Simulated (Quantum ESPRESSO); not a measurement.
# 1T-SnSe2, 2 layers, AA stacking: a series in the field along the normal, part 3 of 4

Wanted: a table for 1T-SnSe2, 2 layers, AA stacking against the field along the normal, and what can be fitted to it.

Quantum ESPRESSO 7.5; plane-wave DFT, PBE, GBRV ultrasoft pseudopotentials.

So far. Step 2 (Relaxing cell and ions of the reference):  The last row is no step: it is a fresh SCF in the final cell with a new plane-wave basis, +23 meV from the row before, a sign that the cell is biased by the basis (Pulay stress).

### 5. Bands along a path, 0 V/Å

Bands along a path place the edges.

m0.bands.in reads:

```
&control
  prefix = 'm0.bands'
  outdir = './out'
  pseudo_dir = './pseudo'
  calculation = 'bands'
  tefield = .true.
  dipfield = .true.
/
&system
  ibrav = 0
  nat = 6
  ntyp = 2
  ecutwfc = 40
  ecutrho = 200
  occupations = 'smearing'
  smearing = 'fd'
  degauss = 0.002
  edir = 3
  emaxpos = 0.97
  eopreg = 0.04
  eamp = 0.0
  nbnd = 32
/
&electrons
  conv_thr = 1e-07
  mixing_beta = 0.4
  electron_maxstep = 120
  mixing_mode = 'local-TF'
/
ATOMIC_SPECIES
  Se  78.9710  se_pbe_v1.uspp.F.UPF
  Sn  118.7100  sn_pbe_v1.4.uspp.F.UPF
CELL_PARAMETERS angstrom
  3.81184136100000 0.00000000000000 0.00000000000000
  -1.90592068000000 3.30115145400000 0.00000000000000
  0.00000000000000 0.00000000000000 24.42097808600000
ATOMIC_POSITIONS crystal
  Se  0.666666666700 0.333333333300 0.310070245400
  Sn  0.000000000000 0.000000000000 0.375762379400
  Se  0.333333333300 0.666666666700 0.441498220900
  Se  0.666666666700 0.333333333300 0.558501779100
  Sn  0.000000000000 0.000000000000 0.624237620600
  Se  0.333333333300 0.666666666700 0.689929754600
K_POINTS crystal_b
4
  0.0000000000 0.0000000000 0.0000000000 10
  0.5000000000 0.0000000000 0.0000000000 10
  0.3333333333 0.3333333333 0.0000000000 10
  0.0000000000 0.0000000000 0.0000000000 1
```

Launch:

```bash
> cp -r out/m0.scf.save out/m0.bands.save
> cp out/m0.scf.xml out/m0.bands.xml
> OMP_NUM_THREADS=1 mpirun -n 4 pw.x -nk 4 -in m0.bands.in > m0.bands.out
```

Output:

```text
[banner, memory and clock lines left out]
Program PWSCF v.7.5 starts

          URL

     Presently no symmetry can be used with electric field

     Atomic positions and unit cell read from directory:
     ./out/m0.bands.save/

     G-vector sticks info

     bravais-lattice index     =            0
     lattice parameter (alat)  =       7.2033  a.u.
     unit-cell volume          =    2073.7668 (a.u.)^3
     number of atoms/cell      =            6
     number of atomic types    =            2
     number of electrons       =        52.00
     number of Kohn-Sham states=           32
     kinetic-energy cutoff     =      40.0000  Ry
     charge density cutoff     =     200.0000  Ry
     Exchange-correlation=  SLA  PW   PBX  PBC
                           (   1   4   3   4   0   0   0)

     celldm(1)=   7.203336  celldm(2)=   0.000000  celldm(3)=   0.000000
     celldm(4)=   0.000000  celldm(5)=   0.000000  celldm(6)=   0.000000

     crystal axes: (cart. coord. in units of alat)
               a(1) = (   1.000000   0.000000   0.000000 )
               a(2) = (  -0.500000   0.866025   0.000000 )
               a(3) = (   0.000000   0.000000   6.406609 )

     reciprocal axes: (cart. coord. in units 2 pi/alat)
               b(1) = (  1.000000  0.577350 -0.000000 )
               b(2) = (  0.000000  1.154701  0.000000 )
               b(3) = (  0.000000 -0.000000  0.156089 )

     PseudoPot. # 1 for Se read from file:
     ./pseudo/se_pbe_v1.uspp.F.UPF
     Pseudo is Ultrasoft + core correction, Zval =  6.0
     Generated by new atomic code, or converted to UPF format
     Using radial grid of  877 points,  6 beta functions with:
                l(1) =   0
                l(2) =   0
                l(3) =   1
                l(4) =   1
                l(5) =   2
                l(6) =   2
     Q(r) pseudized with  8 coefficients,  rinner =    1.300   1.300   1.300
                                                       1.300   1.300

     PseudoPot. # 2 for Sn read from file:
     ./pseudo/sn_pbe_v1.4.uspp.F.UPF
     Pseudo is Ultrasoft + core correction, Zval = 14.0
     Generated by new atomic code, or converted to UPF format
     Using radial grid of  891 points,  6 beta functions with:
                l(1) =   0
                l(2) =   0
                l(3) =   1
                l(4) =   1
                l(5) =   2
                l(6) =   2
     Q(r) pseudized with  8 coefficients,  rinner =    1.350   1.350   1.350
                                                       1.350   1.350

     atomic species   valence    mass     pseudopotential
     Se                6.00    78.97100     Se( 1.00)
     Sn               14.00   118.71000     Sn( 1.00)

     No symmetry found

   Cartesian axes

     site n.     atom                  positions (alat units)
         1        Se     tau(   1) = (   0.5000000   0.2886751   1.9864989  )
         2        Sn     tau(   2) = (   0.0000000   0.0000000   2.4073627  )
         3        Se     tau(   3) = (   0.0000000   0.5773503   2.8285066  )
         4        Se     tau(   4) = (   0.5000000   0.2886751   3.5781027  )
         5        Sn     tau(   5) = (   0.0000000   0.0000000   3.9992465  )
         6        Se     tau(   6) = (   0.0000000   0.5773503   4.4201103  )

     number of k points=    31  Fermi-Dirac smearing, width (Ry)=  0.0020
                       cart. coord. in units 2pi/alat
        k(    1) = (   0.0000000   0.0000000   0.0000000), wk =   0.0645161
        k(    2) = (   0.0500000   0.0288675   0.0000000), wk =   0.0645161
        k(    3) = (   0.1000000   0.0577350   0.0000000), wk =   0.0645161
        k(    4) = (   0.1500000   0.0866025   0.0000000), wk =   0.0645161
        k(    5) = (   0.2000000   0.1154701   0.0000000), wk =   0.0645161
        k(    6) = (   0.2500000   0.1443376   0.0000000), wk =   0.0645161
        k(    7) = (   0.3000000   0.1732051   0.0000000), wk =   0.0645161
        k(    8) = (   0.3500000   0.2020726   0.0000000), wk =   0.0645161
        k(    9) = (   0.4000000   0.2309401   0.0000000), wk =   0.0645161
        k(   10) = (   0.4500000   0.2598076   0.0000000), wk =   0.0645161
        k(   11) = (   0.5000000   0.2886751   0.0000000), wk =   0.0645161
        k(   12) = (   0.4833333   0.3175426   0.0000000), wk =   0.0645161
        k(   13) = (   0.4666667   0.3464102   0.0000000), wk =   0.0645161
        k(   14) = (   0.4500000   0.3752777   0.0000000), wk =   0.0645161
        k(   15) = (   0.4333333   0.4041452   0.0000000), wk =   0.0645161
        k(   16) = (   0.4166667   0.4330127   0.0000000), wk =   0.0645161
        k(   17) = (   0.4000000   0.4618802   0.0000000), wk =   0.0645161
        k(   18) = (   0.3833333   0.4907477   0.0000000), wk =   0.0645161
        k(   19) = (   0.3666667   0.5196152   0.0000000), wk =   0.0645161
        k(   20) = (   0.3500000   0.5484828   0.0000000), wk =   0.0645161
        k(   21) = (   0.3333333   0.5773503   0.0000000), wk =   0.0645161
        k(   22) = (   0.3000000   0.5196152   0.0000000), wk =   0.0645161
        k(   23) = (   0.2666667   0.4618802   0.0000000), wk =   0.0645161
        k(   24) = (   0.2333333   0.4041452   0.0000000), wk =   0.0645161
        k(   25) = (   0.2000000   0.3464102   0.0000000), wk =   0.0645161
        k(   26) = (   0.1666667   0.2886751   0.0000000), wk =   0.0645161
        k(   27) = (   0.1333333   0.2309401   0.0000000), wk =   0.0645161
        k(   28) = (   0.1000000   0.1732051   0.0000000), wk =   0.0645161
        k(   29) = (   0.0666667   0.1154701   0.0000000), wk =   0.0645161
        k(   30) = (   0.0333333   0.0577350   0.0000000), wk =   0.0645161
        k(   31) = (   0.0000000   0.0000000   0.0000000), wk =   0.0645161

     Dense  grid:    99099 G-vectors     FFT dimensions: (  36,  36, 216)

     Smooth grid:    71099 G-vectors     FFT dimensions: (  30,  30, 192)

     The potential is recalculated from file :
     ./out/m0.bands.save/charge-density

     negative rho (up, down):  3.809E-04 0.000E+00

     Adding external electric field

     Computed dipole along edir(3) :
        Dipole                0.0000 Ry au,          0.0000 Debye
        Dipole field          0.0000 Ry au,

        Potential amp.       -0.0000 Ry
        Total length         44.3030 bohr

     Starting wfcs are   34 randomized atomic wfcs

     Band Structure Calculation
     Davidson diagonalization with overlap
     c_bands:  1 eigenvalues not converged

     ethr =  1.92E-10,  avg # of iterations = 82.7

     End of band structure calculation

          k = 0.0000 0.0000 0.0000 (  8919 PWs)   bands (ev):

[...]
k = 0.4500 0.2598 0.0000 (  8870 PWs)   bands (ev):

   -20.8677 -20.8676 -20.7973 -20.7973 -20.7960 -20.7960 -20.7560 -20.7560
   -20.7508 -20.7508 -11.8327 -11.7407 -11.3331 -11.2655  -6.6639  -6.5661
    -4.2279  -3.9089  -2.4127  -1.9125  -1.8018  -1.7729  -0.7010  -0.3539
    -0.1566   0.1246   1.0714   1.4150   4.2988   4.5493   5.2796   5.8038

          k = 0.5000 0.2887 0.0000 (  8888 PWs)   bands (ev):

   -20.8690 -20.8689 -20.7978 -20.7977 -20.7959 -20.7959 -20.7550 -20.7550
   -20.7500 -20.7499 -11.7511 -11.6665 -11.3364 -11.2842  -6.7245  -6.6363
    -4.2856  -3.9677  -2.3913  -1.9407  -1.8023  -1.8010  -0.7401  -0.3510
    -0.1702   0.1131   1.0203   1.3798   4.2781   4.5400   5.2461   5.7980

          k = 0.4833 0.3175 0.0000 (  8874 PWs)   bands (ev):

   -20.8685 -20.8684 -20.7975 -20.7974 -20.7964 -20.7964 -20.7553 -20.7553
   -20.7500 -20.7500 -11.7457 -11.6615 -11.3340 -11.2824  -6.7234  -6.6380
    -4.2762  -3.9581  -2.3972  -2.0070  -1.8613  -1.7948  -0.7417  -0.3407
    -0.1954   0.0650   1.0789   1.4230   4.3481   4.5823   5.2623   5.7122

          k = 0.4667 0.3464 0.0000 (  8876 PWs)   bands (ev):

   -20.8669 -20.8668 -20.7979 -20.7979 -20.7966 -20.7965 -20.7562 -20.7561
   -20.7502 -20.7501 -11.7294 -11.6468 -11.3273 -11.2773  -6.7204  -6.6435
    -4.2480  -3.9294  -2.4252  -2.1541  -2.0077  -1.8185  -0.7473  -0.3375
    -0.2541  -0.0490   1.2379   1.5323   4.5432   4.6941   5.3127   5.6349

          k = 0.4500 0.3753 0.0000 (  8866 PWs)   bands (ev):

   -20.8644 -20.8643 -20.8004 -20.8004 -20.7951 -20.7951 -20.7575 -20.7575
   -20.7504 -20.7503 -11.7029 -11.6229 -11.3169 -11.2699  -6.7166  -6.6533
    -4.2014  -3.8819  -2.5157  -2.3386  -2.1541  -1.9003  -0.7572  -0.4238
    -0.3135  -0.1311   1.4602   1.6625   4.8248   4.8327   5.3893   5.6472

          k = 0.4333 0.4041 0.0000 (  8876 PWs)   bands (ev):

   -20.8610 -20.8609 -20.8037 -20.8037 -20.7931 -20.7931 -20.7593 -20.7593
   -20.7507 -20.7507 -11.6669 -11.5909 -11.3041 -11.2614  -6.7133  -6.6680
    -4.1368  -3.8160  -2.6987  -2.5355  -2.2371  -2.0407  -0.7682  -0.6103
    -0.3523  -0.1408   1.7055   1.7705   4.9531   5.1296   5.4601   5.7838

          k = 0.4167 0.4330 0.0000 (  8870 PWs)   bands (ev):

   -20.8570 -20.8569 -20.8077 -20.8077 -20.7906 -20.7906 -20.7615 -20.7615
   -20.7511 -20.7511 -11.6228 -11.5520 -11.2910 -11.2539  -6.7122  -6.6881
    -4.0551  -3.7323  -2.9203  -2.7250  -2.2950  -2.2277  -0.8071  -0.7766
    -0.3669  -0.1329   1.8305   1.9395   5.0438   5.3000   5.5447   5.7657

          k = 0.4000 0.4619 0.0000 (  8880 PWs)   bands (ev):

   -20.8524 -20.8523 -20.8123 -20.8123 -20.7877 -20.7877 -20.7640 -20.7640
   -20.7516 -20.7515 -11.5722 -11.5081 -11.2797 -11.2501  -6.7150  -6.7130
    -3.9577  -3.6319  -3.1312  -2.8920  -2.4425  -2.3734  -0.9619  -0.7841
    -0.3622  -0.1276   1.8394   2.1369   5.1120   5.2371   5.6581   5.9515

          k = 0.3833 0.4907 0.0000 (  8878 PWs)   bands (ev):

   -20.8475 -20.8474 -20.8173 -20.8173 -20.7845 -20.7845 -20.7666 -20.7666
   -20.7521 -20.7520 -11.5170 -11.4615 -11.2733 -11.2528  -6.7407  -6.7220
    -3.8469  -3.5168  -3.3082  -3.0259  -2.6651  -2.4904  -1.0492  -0.7984
    -0.3427  -0.1312   1.8125   2.2827   5.1415   5.1591   5.7867   6.1016

          k = 0.3667 0.5196 0.0000 (  8869 PWs)   bands (ev):

   -20.8425 -20.8424 -20.8225 -20.8224 -20.7811 -20.7811 -20.7694 -20.7694
   -20.7525 -20.7524 -11.4598 -11.4150 -11.2746 -11.2649  -6.7676  -6.7324
    -3.7283  -3.4423  -3.3886  -3.1206  -2.8761  -2.6384  -1.0674  -0.8290
    -0.3105  -0.1469   1.7723   2.3731   5.0868   5.1801   5.9116   6.1589

          k = 0.3500 0.5485 0.0000 (  8861 PWs)   bands (ev):

   -20.8375 -20.8374 -20.8277 -20.8276 -20.7778 -20.7778 -20.7722 -20.7722
   -20.7528 -20.7528 -11.4042 -11.3738 -11.2875 -11.2862  -6.7883  -6.7426
    -3.6168  -3.5236  -3.2647  -3.1738  -3.0502  -2.7871  -1.0309  -0.8822
    -0.2683  -0.1766   1.7391   2.4157   5.0837   5.1690   6.0188   6.1511

          k = 0.3333 0.5774 0.0000 (  8871 PWs)   bands (ev):

   -20.8327 -20.8327 -20.8325 -20.8325 -20.7749 -20.7749 -20.7749 -20.7749
   -20.7530 -20.7529 -11.3616 -11.3616 -11.3026 -11.3026  -6.7966  -6.7475
    -3.5571  -3.5571  -3.1919  -3.1919  -3.1306  -2.8649  -0.9581  -0.9581
    -0.2201  -0.2201   1.7264   2.4261   5.1250   5.1250   6.1003   6.1003

          k = 0.3000 0.5196 0.0000 (  8869 PWs)   bands (ev):

   -20.8410 -20.8410 -20.8237 -20.8236 -20.7799 -20.7799 -20.7711 -20.7711
   -20.7524 -20.7523 -11.4898 -11.4397 -11.2626 -11.2460  -6.7533  -6.7152
    -3.6653  -3.5143  -3.3130  -3.1490  -2.9133  -2.6231  -1.1457  -0.7732
    -0.3225  -0.1283   1.7791   2.4129   4.9780   5.2712   5.9357   6.1780

          k = 0.2667 0.4619 0.0000 (  8861 PWs)   bands (ev):

   -20.8466 -20.8465 -20.8163 -20.8162 -20.7837 -20.7837 -20.7704 -20.7703
   -20.7512 -20.7511 -11.7057 -11.6252 -11.2575 -11.1996  -6.6106  -6.5938
    -3.7364  -3.5181  -3.2095  -3.0340  -2.5406  -2.2343  -1.2896  -0.7091
    -0.2925  -0.0795   1.9173   2.4126   4.8594   5.3177   5.8687   6.1389

          k = 0.2333 0.4041 0.0000 (  8869 PWs)   bands (ev):

   -20.8487 -20.8486 -20.8107 -20.8107 -20.7861 -20.7861 -20.7715 -20.7715
   -20.7515 -20.7515 -11.9748 -11.8705 -11.3087 -11.2068  -6.3800  -6.3750
    -3.6412  -3.4559  -2.9274  -2.9171  -2.1381  -1.8198  -1.2740  -0.7818
    -0.1004  -0.0940   2.0992   2.4358   4.8513   5.1907   5.9618   5.9739

          k = 0.2000 0.3464 0.0000 (  8821 PWs)   bands (ev):

   -20.8472 -20.8471 -20.8073 -20.8073 -20.7868 -20.7868 -20.7731 -20.7731
   -20.7545 -20.7545 -12.2661 -12.1451 -11.4109 -11.2679  -6.1095  -6.0860
    -3.3775  -3.2183  -2.8234  -2.5875  -1.7475  -1.4173  -1.0626  -0.7721
    -0.1816   0.0951   2.2922   2.4705   4.9339   5.0871   5.6979   5.9138

          k = 0.1667 0.2887 0.0000 (  8845 PWs)   bands (ev):

   -20.8429 -20.8428 -20.8064 -20.8064 -20.7859 -20.7858 -20.7744 -20.7744
   -20.7600 -20.7599 -12.5508 -12.4189 -11.5469 -11.3694  -5.8692  -5.7769
    -2.9877  -2.8092  -2.5999  -2.2632  -1.4119  -1.0533  -0.7335  -0.5996
    -0.2707   0.2153   2.4805   2.5165   4.9778   5.0523   5.3433   5.6583

          k = 0.1333 0.2309 0.0000 (  8855 PWs)   bands (ev):

   -20.8370 -20.8369 -20.8081 -20.8081 -20.7834 -20.7834 -20.7753 -20.7753
   -20.7664 -20.7664 -12.8066 -12.6679 -11.6942 -11.4903  -5.7169  -5.5044
    -2.5282  -2.2551  -2.1412  -1.9196  -1.1955  -0.7262  -0.4178  -0.3206
    -0.2563   0.2615   2.5887   2.6458   4.8527   4.9671   4.9753   5.3900

          k = 0.1000 0.1732 0.0000 (  8871 PWs)   bands (ev):

   -20.8308 -20.8308 -20.8117 -20.8117 -20.7801 -20.7800 -20.7771 -20.7770
   -20.7713 -20.7713 -13.0181 -12.8752 -11.8314 -11.6089  -5.6576  -5.3076
    -1.9881  -1.5965  -1.5152  -1.5048  -1.1070  -0.4517  -0.2513  -0.0446
    -0.0325   0.2610   2.6888   2.6984   4.5853   4.6957   4.6982   5.1920

          k = 0.0667 0.1155 0.0000 (  8867 PWs)   bands (ev):

   -20.8256 -20.8256 -20.8162 -20.8162 -20.7805 -20.7804 -20.7765 -20.7765
   -20.7726 -20.7726 -13.1751 -13.0298 -11.9416 -11.7069  -5.6545  -5.1913
    -1.5142  -1.0227  -1.0078  -0.8970  -0.7712  -0.2636  -0.0963   0.1295
     0.1653   0.2723   2.4651   2.7530   4.2141   4.2571   4.6905   4.9877

          k = 0.0333 0.0577 0.0000 (  8879 PWs)   bands (ev):

   -20.8223 -20.8223 -20.8198 -20.8198 -20.7832 -20.7831 -20.7738 -20.7737
   -20.7728 -20.7727 -13.2714 -13.1249 -12.0124 -11.7710  -5.6683  -5.1358
    -1.4137  -0.5631  -0.4608  -0.2949  -0.2773  -0.1699   0.1121   0.1602
     0.2633   0.3309   1.9988   2.6770   3.7407   3.7965   4.8861   4.9002

          k = 0.0000 0.0000 0.0000 (  8919 PWs)   bands (ev):

   -20.8212 -20.8212 -20.8212 -20.8212 -20.7841 -20.7840 -20.7727 -20.7727
   -20.7727 -20.7727 -13.3039 -13.1570 -12.0367 -11.7932  -5.6755  -5.1200
    -1.4126  -0.3216  -0.1697  -0.1697  -0.0773  -0.0773   0.2199   0.2199
     0.3289   0.3289   1.7139   2.5803   3.4884   3.5927   4.8890   4.8890

     XML data file, pseudopotentials, collected wavefunctions

                                        0.00s GPU  (     791 calls)
```

Wall time 82 s (4 MPI ranks of Arm Neoverse V1, shared host); peak memory 0.45 GiB.

Read from the output:

| Quantity | Value |
| --- | --- |
| valence top, on the run's zero | 0.4196 eV |
| gap by band count | 0.6007 eV |

Band numbers count within the set of bands kept for display. The electronic bands at the labelled points (eV, zero at the highest filled level of the SCF mesh; v1 is the highest filled band, c1 the lowest empty one):

```tsv
point	v4	v3	v2	v1	c1	c2	c3	c4
Γ	-0.19	-0.19	-0.08	-0.08	1.30	2.17	3.07	3.18
halfway	-1.27	-0.43	-0.30	-0.08	1.55	1.98	3.93	4.33
M	-1.15	-0.76	-0.58	-0.30	0.61	0.97	3.86	4.13
halfway	-1.22	-1.19	-0.78	-0.55	1.42	1.53	4.63	4.89
K	-1.37	-1.37	-0.63	-0.63	1.31	2.01	4.71	4.71
halfway	-1.15	-1.01	-0.68	-0.20	2.07	2.10	4.56	4.64
Γ	-0.19	-0.19	-0.08	-0.08	1.30	2.17	3.07	3.18
```

Along this path the valence top lies between Γ and M and the conduction bottom at M.

### 6. Ground state, 0.05 V/Å

m1.scf.in reads:

```
&control
  prefix = 'm1.scf'
  outdir = './out'
  pseudo_dir = './pseudo'
  calculation = 'scf'
  tprnfor = .true.
  tefield = .true.
  dipfield = .true.
/
&system
  ibrav = 0
  nat = 6
  ntyp = 2
  ecutwfc = 40
  ecutrho = 200
  occupations = 'smearing'
  smearing = 'fd'
  degauss = 0.002
  edir = 3
  emaxpos = 0.97
  eopreg = 0.04
  eamp = 0.00097235
  nbnd = 32
/
&electrons
  conv_thr = 1e-09
  mixing_beta = 0.4
  electron_maxstep = 120
  mixing_mode = 'plain'
  startingpot = 'file'
/
ATOMIC_SPECIES
  Se  78.9710  se_pbe_v1.uspp.F.UPF
  Sn  118.7100  sn_pbe_v1.4.uspp.F.UPF
CELL_PARAMETERS angstrom
  3.81184136100000 0.00000000000000 0.00000000000000
  -1.90592068000000 3.30115145400000 0.00000000000000
  0.00000000000000 0.00000000000000 24.42097808600000
ATOMIC_POSITIONS crystal
  Se  0.666666666700 0.333333333300 0.310070245400
  Sn  0.000000000000 0.000000000000 0.375762379400
  Se  0.333333333300 0.666666666700 0.441498220900
  Se  0.666666666700 0.333333333300 0.558501779100
  Sn  0.000000000000 0.000000000000 0.624237620600
  Se  0.333333333300 0.666666666700 0.689929754600
K_POINTS automatic
  6 6 1 0 0 0
```

Launch:

```bash
> cp -r out/m0.scf.save out/m1.scf.save
> OMP_NUM_THREADS=1 mpirun -n 4 pw.x -nk 2 -in m1.scf.in > m1.scf.out
```

Output:

```text
[banner, memory and clock lines left out]
Program PWSCF v.7.5 starts
[...]
number of electrons       =        52.00
     number of Kohn-Sham states=           32
     kinetic-energy cutoff     =      40.0000  Ry
     charge density cutoff     =     200.0000  Ry
[...]
number of k points=    20  Fermi-Dirac smearing, width (Ry)=  0.0020
[...]
Dense  grid:    99099 G-vectors     FFT dimensions: (  36,  36, 216)
[...]
The initial density is read from file :
[...]
negative rho (up, down):  3.809E-04 0.000E+00
[...]
Starting wfcs are   34 randomized atomic wfcs
[...]
negative rho (up, down):  3.806E-04 0.000E+00
[...]
estimated scf accuracy    <       0.00882457 Ry
[...]
negative rho (up, down):  3.799E-04 0.000E+00
[...]
estimated scf accuracy    <       0.38170833 Ry
[...]
negative rho (up, down):  3.800E-04 0.000E+00
[...]
estimated scf accuracy    <       0.00114595 Ry
[...]
negative rho (up, down):  3.803E-04 0.000E+00
[...]
estimated scf accuracy    <       0.00060073 Ry
[...]
negative rho (up, down):  3.805E-04 0.000E+00
[...]
estimated scf accuracy    <       0.00040364 Ry
[...]
negative rho (up, down):  3.808E-04 0.000E+00
[...]
estimated scf accuracy    <       0.00017122 Ry
[...]
negative rho (up, down):  3.809E-04 0.000E+00
[...]
estimated scf accuracy    <       0.00004214 Ry
[...]
negative rho (up, down):  3.809E-04 0.000E+00
[...]
estimated scf accuracy    <       0.00001468 Ry
[...]
negative rho (up, down):  3.810E-04 0.000E+00
[...]
estimated scf accuracy    <       0.00000369 Ry
[...]
negative rho (up, down):  3.809E-04 0.000E+00
[...]
estimated scf accuracy    <       0.00000002 Ry
[...]
negative rho (up, down):  3.809E-04 0.000E+00
[...]
estimated scf accuracy    <          1.6E-09 Ry
[...]
negative rho (up, down):  3.808E-04 0.000E+00
[...]
Computed dipole along edir(3) :
        Dipole                0.0715 Ry au,          0.1817 Debye
        Dipole field          0.0004 Ry au,
        E field amplitude [Ha a.u.]:  9.7235E-04
        Potential amp.        0.0478 Ry
        Total length         44.3030 bohr
[...]
the Fermi energy is     0.7337 ev
!    total energy              =    -493.02723291 Ry
     estimated scf accuracy    <          1.3E-10 Ry
     smearing contrib. (-TS)   =      -0.00000017 Ry
     internal energy E=F+TS    =    -493.02723274 Ry
[...]
one-electron contribution =   -1844.24383354 Ry
     hartree contribution      =     940.37532370 Ry
     xc contribution           =    -204.93320442 Ry
     ewald contribution        =     615.77458955 Ry
     electric field correction =      -0.00010804 Ry
     convergence has been achieved in  12 iterations
     negative rho (up, down):  3.808E-04 0.000E+00
[...]
Total force =     0.005833     Total SCF correction =     0.000019
[...]
```

Elapsed: 60 s, on 4 MPI ranks; peak memory 0.61 GiB.

Read from the output:

* free energy: -6707.9772 eV
* Fermi energy: 0.7337 eV
* dipole along the normal: 0.03783 e·Å
* valence top, on the run's zero: 0.4215 eV
* conduction bottom, on the run's zero: 1.027 eV
* gap by band count: 0.6051 eV

[end of part 3 of 4]

[Logs are printed without paths, hosts, clocks, repeated set-up lines and the standing remarks that a program may print on its own settings, such as how far it seeks lower states.]

[Hosts, paths, dates, database ids (printed as entryN), source tags and the programs' standing remarks are cut or masked in the printed files.]

[Maps of the electrostatic potential energy from Ansatz leave out the sawtooth potential of an applied field or a dipole correction, so their vacuum need not be flat; planar profiles and work functions include it.]
